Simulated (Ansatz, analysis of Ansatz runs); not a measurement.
# Na2WO4 (Fd-3m): a line between two O sites for an added hole

Aim: the energy barrier that a trapped hole meets when it moves from one O atom to another one nearby in Na2WO4 (Fd-3m). The model is a cell of 56 host atoms.

Calculated with Ansatz 0.2.0; plane-wave PAW DFT, PBEsol+U; relaxation of all atoms of a supercell at fixed charge in a uniform background; PAW set soft_1.

Report form: the programs' logs are mostly left out.

## Step 1: Set-up

The cell holds 56 atoms: 16 Na, 8 W and 32 O. Cell: a = 9.109 Å, b = 9.109 Å, c = 9.109 Å, α = 90.0°, β = 90.0°, γ = 90.0°. It derives from Na2WO4 (space group Fd-3m). Nearest the centre at fractional (0.512, 0.262, 0.375): O53 at 1.61 Å, O35 at 1.61 Å, Na5 at 1.76 Å, W24 at 2.45 Å, W19 at 2.45 Å, O31 at 2.62 Å, O47 at 2.62 Å, Na9 at 2.79 Å.

Hubbard terms: O p 7.0 eV. They were chosen, not fitted, to curb self-interaction in the shells named, the trial site's among them. The two sites are O53 and O35. The cell's shortest repeat is 9.1 Å.

## Step 2: The cell without the carrier

The neutral cell is relaxed first, from small random displacements, so that bond lengths and moments with the carrier can be set beside those of a relaxed cell without it.

neutral.relax/input.yaml

```yaml
crystal:
  lattice:
    - [9.10882359, 0.0, 0.0]
    - [0.0, 9.10882359, 0.0]
    - [0.0, 0.0, 9.10882359]
  atoms:
    - { symbol: Na, position: [0.125, 0.375, 0.375] }
    - { symbol: Na, position: [0.125, 0.875, 0.875] }
    - { symbol: Na, position: [0.625, 0.375, 0.875] }
    - { symbol: Na, position: [0.625, 0.875, 0.375] }
    - { symbol: Na, position: [0.375, 0.125, 0.375] }
    - { symbol: Na, position: [0.375, 0.625, 0.875] }
    - { symbol: Na, position: [0.875, 0.125, 0.875] }
    - { symbol: Na, position: [0.875, 0.625, 0.375] }
[... 44 atom lines left out ...]
    - { symbol: O, position: [0.386724, 0.386724, 0.386724] }
    - { symbol: O, position: [0.386724, 0.886724, 0.886724] }
    - { symbol: O, position: [0.886724, 0.386724, 0.886724] }
    - { symbol: O, position: [0.886724, 0.886724, 0.386724] }
basis:
  ecutwfc: 420
  xc_grid: 2
hamiltonian:
  xc: pbesol
  hubbard:
    sites: [{ species: O, l: p, u_eff: 7.0 }]
    projectors: ortho-atomic
  pseudopotentials: { kind: paw, azcp: { folder: soft_1 }, xc_functional: pbe }
kpoints:
  mp_grid: { grid: [1, 1, 1] }
scf:
  occupations: { method: fermi_dirac, width: 0.01 }
  max_iter: 120
  lower_state_search: "off"
output:
  forces: true
relax:
  f_tol: 0.02
  max_steps: 70
  random_displacement: { amplitude: 0.04, seed: 5355 }
checkpoint:
  write: "../neutral.relax.run"
  compress: false
  write_wavefunctions: true
  write_every: 100000
```

Launch:

```bash
$ ansatz run input.yaml --threads 8 --pin off --max-ram 18841MiB --backend cpu --events-out ev --progress --plain --runs-dir out
```

Run time: 10 s. Hardware: 8 threads of Arm Neoverse V2, shared host; peak memory 1 GiB; 70 s of CPU time.

The largest displacement from an ideal site is 0.013 Å.

## Step 3: The hole on the first site

The nearest neighbour or neighbours of the site start displaced and the site's starting moment is changed by the carrier's spin, since a carrier doesn't trap itself in the undistorted lattice.

A.relax/input.yaml

```yaml
crystal:
  lattice:
    - [9.10882359, 0.0, 0.0]
    - [0.0, 9.10882359, 0.0]
    - [0.0, 0.0, 9.10882359]
  atoms:
    - { symbol: Na, position: [0.124922, 0.375587, 0.375163] }
    - { symbol: Na, position: [0.124986, 0.875433, 0.875339] }
    - { symbol: Na, position: [0.624888, 0.375243, 0.87506] }
    - { symbol: Na, position: [0.624705, 0.875308, 0.374925] }
    - { symbol: Na, position: [0.374975, 0.12566, 0.375173] }
    - { symbol: Na, position: [0.375201, 0.625569, 0.87512] }
    - { symbol: Na, position: [0.875055, 0.125508, 0.874873] }
    - { symbol: Na, position: [0.874825, 0.625744, 0.375092] }
[... 44 atom lines left out ...]
    - { symbol: O, position: [0.387231, 0.387828, 0.387372], spin: 1.0 }
    - { symbol: O, position: [0.387223, 0.887942, 0.887739] }
    - { symbol: O, position: [0.887204, 0.38815, 0.88742] }
    - { symbol: O, position: [0.887233, 0.887894, 0.387768] }
total_charge: 1
basis:
  ecutwfc: 420
  xc_grid: 2
hamiltonian:
  xc: pbesol
  hubbard:
    sites: [{ species: O, l: p, u_eff: 7.0 }]
    projectors: ortho-atomic
  pseudopotentials: { kind: paw, azcp: { folder: soft_1 }, xc_functional: pbe }
kpoints:
  mp_grid: { grid: [1, 1, 1] }
magnetization:
  spin_polarized: true
  initial_magnetization: 1
  spin_locking: { lock_magnetization: hard }
scf:
  occupations: { method: fermi_dirac, width: 0.01 }
  max_iter: 120
  lower_state_search: "off"
output:
  forces: true
relax:
  f_tol: 0.015
  max_steps: 70
  escape_saddle: false
checkpoint:
  write: "../A.relax.run"
  compress: false
  write_wavefunctions: true
  write_every: 100000
```

Wall time 45 s (8 threads); peak memory 1.5 GiB; 5.5 min of CPU time.

The steps of the relaxation:

```tsv
step	energy less that of the first step (eV)	largest force component (eV/Å)
1	0.0000	1.6763
2	-0.4256	0.7221
3	-0.5000	0.1823
4	-0.5172	0.0472
5	-0.5186	0.0182
6	-0.5188	0.0106
```

The atoms that moved most (Å):

```tsv
atom	dx	dy	dz	length
Na1	-0.171	-0.044	-0.069	0.189
Na9	-0.068	-0.032	-0.160	0.177
Na5	-0.044	-0.147	-0.032	0.157
O31	-0.096	0.037	0.081	0.131
O29	0.079	0.032	-0.097	0.129
O47	0.058	0.063	0.048	0.098
O35	-0.058	0.042	0.046	0.085
W24	-0.030	-0.065	-0.045	0.085
```

The moves above count from the input, in which the site's nearest neighbours were already displaced; the distances below compare with the cell without the carrier.

Distances from O53 without and with the hole:

```tsv
atom	without (Å)	with (Å)
W24	1.78	1.95
Na5	2.39	2.49
Na1	2.39	2.55
Na9	2.40	2.53
```

The largest changes of the moments are 0.78 μB on O53, 0.06 μB on O42 and 0.03 μB on O52. The largest part sits on the chosen site.

## Step 4: The hole on the second site

The same start is made on the second site, to get the end of the hop.

B.relax/input.yaml

```yaml
crystal:
  lattice:
    - [9.10882359, 0.0, 0.0]
    - [0.0, 9.10882359, 0.0]
    - [0.0, 0.0, 9.10882359]
  atoms:
    - { symbol: Na, position: [0.124922, 0.375587, 0.375163] }
    - { symbol: Na, position: [0.124986, 0.875433, 0.875339] }
[... 2 atom lines left out ...]
    - { symbol: Na, position: [0.374975, 0.12566, 0.375173] }
[... 13 atom lines left out ...]
    - { symbol: W, position: [0.762488, 0.263112, 0.237406] }
[... 4 atom lines left out ...]
    - { symbol: W, position: [0.49985, 0.500373, 0.499962] }
[... 10 atom lines left out ...]
    - { symbol: O, position: [0.637293, 0.137958, 0.362652], spin: 1.0 }
[... 11 atom lines left out ...]
    - { symbol: O, position: [0.612365, 0.387799, 0.612602] }
[... 5 atom lines left out ...]
    - { symbol: O, position: [0.387231, 0.387828, 0.387372] }
[... 2 atom lines left out ...]
    - { symbol: O, position: [0.887233, 0.887894, 0.387768] }
total_charge: 1
basis:
  ecutwfc: 420
  xc_grid: 2
hamiltonian:
  xc: pbesol
  hubbard:
    sites: [{ species: O, l: p, u_eff: 7.0 }]
    projectors: ortho-atomic
  pseudopotentials: { kind: paw, azcp: { folder: soft_1 }, xc_functional: pbe }
kpoints:
  mp_grid: { grid: [1, 1, 1] }
magnetization:
  spin_polarized: true
  initial_magnetization: 1
  spin_locking: { lock_magnetization: hard }
scf:
  occupations: { method: fermi_dirac, width: 0.01 }
  max_iter: 120
  lower_state_search: "off"
output:
  forces: true
relax:
  f_tol: 0.015
  max_steps: 70
  escape_saddle: false
checkpoint:
  write: "../B.relax.run"
  compress: false
  write_wavefunctions: true
  write_every: 100000
```

Run time: 43 s. Hardware: 8 threads; peak memory 1.5 GiB.

Distances from O35 without and with the hole:

```tsv
atom	without (Å)	with (Å)
W19	1.78	1.95
Na15	2.39	2.49
Na5	2.39	2.53
Na4	2.40	2.55
```

The largest changes of the moments are 0.78 μB on O35, 0.06 μB on O27 and 0.03 μB on O31. The largest part sits on the chosen site.

## Step 5: Points on the line between the two structures

All atoms move on the straight line between the two relaxed structures, 4.46 amu^1/2 Å long in mass-weighted terms. Each point starts from the state of the point before, once from either end, so that both localised states can be followed; the midpoint is also started with the carrier shared.

A.x0500/input.yaml

```yaml
crystal:
  lattice:
    - [9.10882359, 0.0, 0.0]
    - [0.0, 9.10882359, 0.0]
    - [0.0, 0.0, 9.10882359]
  atoms:
    - { symbol: Na, position: [0.119141, 0.374599, 0.371582] }
    - { symbol: Na, position: [0.12489, 0.875845, 0.875121] }
[... 2 atom lines left out ...]
    - { symbol: Na, position: [0.363595, 0.113746, 0.375448] }
[... 13 atom lines left out ...]
    - { symbol: W, position: [0.750704, 0.256227, 0.249187] }
[... 4 atom lines left out ...]
    - { symbol: W, position: [0.505959, 0.500255, 0.503054] }
[... 6 atom lines left out ...]
    - { symbol: O, position: [0.635383, 0.367499, 0.141154] }
[... 3 atom lines left out ...]
    - { symbol: O, position: [0.632556, 0.13938, 0.368156] }
[... 17 atom lines left out ...]
    - { symbol: O, position: [0.390774, 0.380037, 0.38425], spin: 1.0 }
[... 2 atom lines left out ...]
    - { symbol: O, position: [0.881985, 0.892461, 0.385905] }
total_charge: 1
basis:
  ecutwfc: 420
  xc_grid: 2
hamiltonian:
  xc: pbesol
  hubbard:
    sites: [{ species: O, l: p, u_eff: 7.0 }]
    projectors: ortho-atomic
  pseudopotentials: { kind: paw, azcp: { folder: soft_1 }, xc_functional: pbe }
kpoints:
  mp_grid: { grid: [1, 1, 1] }
magnetization:
  spin_polarized: true
  initial_magnetization: 1
  spin_locking: { lock_magnetization: hard }
scf:
  occupations: { method: fermi_dirac, width: 0.01 }
  max_iter: 120
  lower_state_search: "off"
output:
  forces: true
  eigenvalues: true
  eigenstates: { localisation: true }
  write_density: true
  write_potential: true
  volumetric_format: npy
checkpoint:
  read: "../A.x0375.run"
  write: "../A.x0500.run"
  compress: false
  write_wavefunctions: true
  write_every: 100000
```

It took 20 s on 8 threads; peak memory 1.5 GiB; 2.5 min of CPU time.

From eigenstates.tsv, first k-point; energies on the run's zero. The participation number counts the atoms that a state is spread over, of 56; bands count from 0.

```tsv
spin	band	energy (eV)	occupation	participation	largest share on	share
down	217	2.362	1.00	16.3	O40	0.14
down	218	2.396	1.00	14.0	O27	0.14
down	219	2.406	1.00	19.3	O56	0.11
down	220	2.424	1.00	16.0	O27	0.12
down	221	2.620	1.00	3.6	O35	0.51
down	222	2.654	1.00	3.4	O35	0.52
down	223	4.314	0.00	2.9	O53	0.55
down	224	6.993	0.00	2.7	W24	0.57
down	225	7.846	0.00	3.8	W24	0.45
down	226	8.274	0.00	7.7	W18	0.27
down	227	8.293	0.00	7.9	W18	0.32
up	218	2.361	1.00	16.6	O40	0.14
up	219	2.393	1.00	14.0	O27	0.14
up	220	2.404	1.00	19.2	O56	0.11
up	221	2.423	1.00	16.2	O27	0.11
up	222	2.533	1.00	5.1	O35	0.41
up	223	2.601	1.00	3.8	O35	0.49
up	224	6.837	0.00	2.6	W24	0.58
up	225	6.971	0.00	2.7	W24	0.58
up	226	8.237	0.00	5.0	W24	0.41
up	227	8.267	0.00	9.0	W18	0.25
up	228	8.292	0.00	9.7	W18	0.27
```

Under PBEsol+U (7 eV) at the zone centre alone, the highest filled state is spin down, spread over 3 of 56 atoms, and the lowest empty one, 1.66 eV above it, is spin down, spread over 3 of 56 atoms.

The largest moments in the atoms' spheres: O53 0.73, O42 0.09, W24 -0.04, O47 0.03, O35 0.03, O34 0.01 μB.

Spin density in the ab plane at fractional z = 0.375, through the centre, with atoms of Na and O within 0.45 Å of it.

Values in units of 1e-1 e/Å³, 13 rows by 16 columns, each cell a mean:
```
 0.0  0.0  0.0  0.0  0.0  0.0  0.0  0.0  0.0  0.0  0.0  0.0  0.0  0.0  0.0  0.0
 0.0  0.0  0.0  0.0  0.0  0.0  0.0  0.0  0.0  0.0  0.0  0.0  0.0  0.0  0.0  0.0
 0.0  0.0  0.0  0.0  0.0  0.0  0.0  0.0  0.0  0.0  0.0  0.0  0.0  0.0  0.0  0.0
 0.0  0.0  0.0  0.0  0.0  0.0  0.0  0.0  0.0  0.0  0.0  0.0  0.0  0.0  0.0  0.0
 0.0  0.0  0.1  0.0  0.0  0.0  0.0  0.0  0.0  0.0  0.0  0.0  0.0  0.0  0.0  0.0
 0.0  0.0  0.0  0.0  0.0  0.0  0.0  0.0  0.0  0.0  0.0  0.0  0.0  0.0  0.0  0.0
 0.0  0.0  0.0  0.0  0.1  0.6  0.3 -0.1  0.0  0.0  0.0  0.0  0.0  0.0  0.0  0.0
 0.0  0.0  0.0  0.0  0.5  5.4  6.7  2.3  0.2  0.0  0.0  0.0  0.0  0.0  0.0  0.0
 0.0  0.0  0.0  0.0  0.2  1.0  6.9  4.4  0.3  0.0  0.0  0.0  0.0  0.0  0.0  0.0
 0.0  0.0  0.0  0.0  0.0  0.0  0.3  0.3  0.0  0.0  0.0  0.0  0.0  0.0  0.0  0.0
 0.0  0.0  0.0  0.0  0.0  0.0  0.0  0.0  0.0  0.3  0.3  0.0  0.0  0.0  0.0  0.0
 0.0  0.0  0.0  0.0  0.0  0.0  0.0  0.0  0.0  0.1  0.3  0.1  0.0  0.0  0.0  0.0
 0.0  0.0  0.0  0.0  0.0  0.0  0.0  0.0  0.0  0.0  0.0  0.0  0.0  0.0  0.0  0.0
```
Columns run along a (9.1 Å), rows up along b (9.1 Å). Atoms in or near the plane, at fractional coordinates: Na at (0.12, 0.37), Na at (0.62, 0.87), Na at (0.36, 0.11), Na at (0.88, 0.63), O at (0.14, 0.63), O at (0.63, 0.14), O at (0.36, 0.86), O at (0.86, 0.37), O at (0.11, 0.11), O at (0.62, 0.61), O at (0.39, 0.38), O at (0.88, 0.89).

Valence density in the ab plane at fractional z = 0.375, through the centre, with atoms of Na and O within 0.45 Å of it. It is the smooth field of the valence electrons, not physical close to the nuclei.

Ten steps, logarithmic in the rise over the least value, from '0' (0 e/Å³) to '9' (19 e/Å³), each cell a mean:
```
11100000111100011100124432
10000002344210156510146753
10000013576420489831247763
00000013677420389730135642
00000113455310145410013321
00011112232100001000001100
01233321110000112100002210
02466421000001245320037751
13577521000002467631159972
02566420000002477631148861
01233210000012355420013310
00011000001111222100000000
00111000123321110000012210
02675100256531000000245531
14898301477631000001367741
03797201366520000001367641
01343000134310000011245421
00010000011000011111222210
01221000011000134432110000
13553101365201356642100000
25775212798511367742000000
25775212798511256631000001
23553101365200123310000001
22221000011000001000001111
```
Columns run along a (9.1 Å), rows up along b (9.1 Å). Atoms in or near the plane, at fractional coordinates: Na at (0.12, 0.37), Na at (0.62, 0.87), Na at (0.36, 0.11), Na at (0.88, 0.63), O at (0.14, 0.63), O at (0.63, 0.14), O at (0.36, 0.86), O at (0.86, 0.37), O at (0.11, 0.11), O at (0.62, 0.61), O at (0.39, 0.38), O at (0.88, 0.89).

Electrostatic potential energy in the ab plane at fractional z = 0.375, through the centre, with atoms of Na and O within 0.45 Å of it. With pseudopotentials it is smooth inside the atoms' cores, unlike the true potential.

Values in eV, 13 rows by 16 columns, each cell a mean:
```
  2   6   9  10  10   4   4  10   8  -4  -7   7  10  -3 -16  -2
  8   8   8   8   3 -28 -28   6   4 -39 -46  -5   9 -17 -32  -3
 11  10   7   2   0 -12  -8   9   8  -8 -13   5   9   8   4  10
 10   7  -3   0  -1   4   9  10  10   8   7   9   8   1  -4   6
  9 -15 -35 -10   6   7   8   8   6 -22 -23   5   5 -33 -47  -9
  9   2  -9   5   9   8   6   3   1 -20 -18   7   8  -9 -20   2
  9   6   6   8   9   7   2   0  -2   3   8  10  10   9   9   9
  4 -31 -35  -1   6 -14 -33 -12   3   5   8   9   7 -17 -15   8
  5 -30 -34  -1   7  -7 -26  -6   7   8   7   5   1 -25 -21   8
 10   7   6   8   8   7   7   8  10  10   6   1   0   4   8  11
  9  -7  -4   9   5 -14 -14   6  10 -10 -24  -3   4   6   9  10
  0 -31 -25   6   0 -42 -43   1  10 -12 -26   0  10   9   8   7
  0  -2   3  10   8  -3  -4   7  10  10   9  11  11  10   7   1
```
Columns run along a (9.1 Å; values clipped at the 3rd and 97th percentile), rows up along b (9.1 Å). Atoms in or near the plane, at fractional coordinates: Na at (0.12, 0.37), Na at (0.62, 0.87), Na at (0.36, 0.11), Na at (0.88, 0.63), O at (0.14, 0.63), O at (0.63, 0.14), O at (0.36, 0.86), O at (0.86, 0.37), O at (0.11, 0.11), O at (0.62, 0.61), O at (0.39, 0.38), O at (0.88, 0.89).

Free energies from the first end:

```tsv
started from	fraction	energy (eV)	moment change on O53 (μB)	on O35 (μB)
first site	0	0.000	0.78	0.00
first site	0.125	0.026	0.77	0.01
first site	0.25	0.105	0.76	0.01
first site	0.375	0.234	0.74	0.02
first site	0.5	0.413	0.73	0.03
first site	0.625	0.637	0.71	0.05
second site	0.875	0.027	0.01	0.77
second site	0.75	0.107	0.01	0.76
second site	0.625	0.239	0.02	0.74
second site	0.5	0.421	0.03	0.73
second site	0.375	0.651	0.04	0.71
shared	0.5	0.413	0.73	0.03
second site	1	0.000	0.01	0.78
```

## Step 6: Results

```
barrier forward                               : 0.41 eV
barrier backward                              : 0.41 eV
distance of the two sites without the carrier : 3.23 Å
carrier at the midpoint                       : on one site
```

On this line the hole must cross 0.41 eV to hop 3.23 Å; both ends have the same energy within 0.005 eV. At the midpoint the lowest state found keeps the carrier on one site, so the two localised curves cross in a cusp. This suggests weak coupling and a hop slower than the barrier alone implies, though U itself penalises the shared state. The start with the carrier shared fell onto one site. With an assumed attempt frequency of 1e13 per second the rate at 300 K would be 1e+06 per second for this barrier, if every crossing succeeded. A straight line need not be the lowest path, so the true barrier at this U can be lower, or higher if the ends can still break their symmetry; the top can also fall between the computed points, which would raise it. A shorter hop, 2.90 Å to O42, was not computed. No run compares the localised hole with one spread in the band, so its binding is unknown and the barrier may exceed it. The program's search for lower electronic states was switched off in all runs, so that each state is followed; none is shown to be the lowest at its structure. No image-charge correction is applied; it nearly cancels along the line while the charge stays localised. Keep in mind: sampling at the zone centre alone can move energies of charged and open-shell states by tenths of an eV or more in cells of this size; gap and trapping depend on the U chosen (O p 7.0 eV); spin–orbit coupling, which can matter with heavy atoms, is left out.

[Logs are printed without paths, hosts, clocks, repeated set-up lines and the standing remarks that a program may print on its own settings, such as how far it seeks lower states.]

[Hosts, paths, dates, database ids (printed as entryN), source tags and the programs' standing remarks are cut or masked in the printed files.]
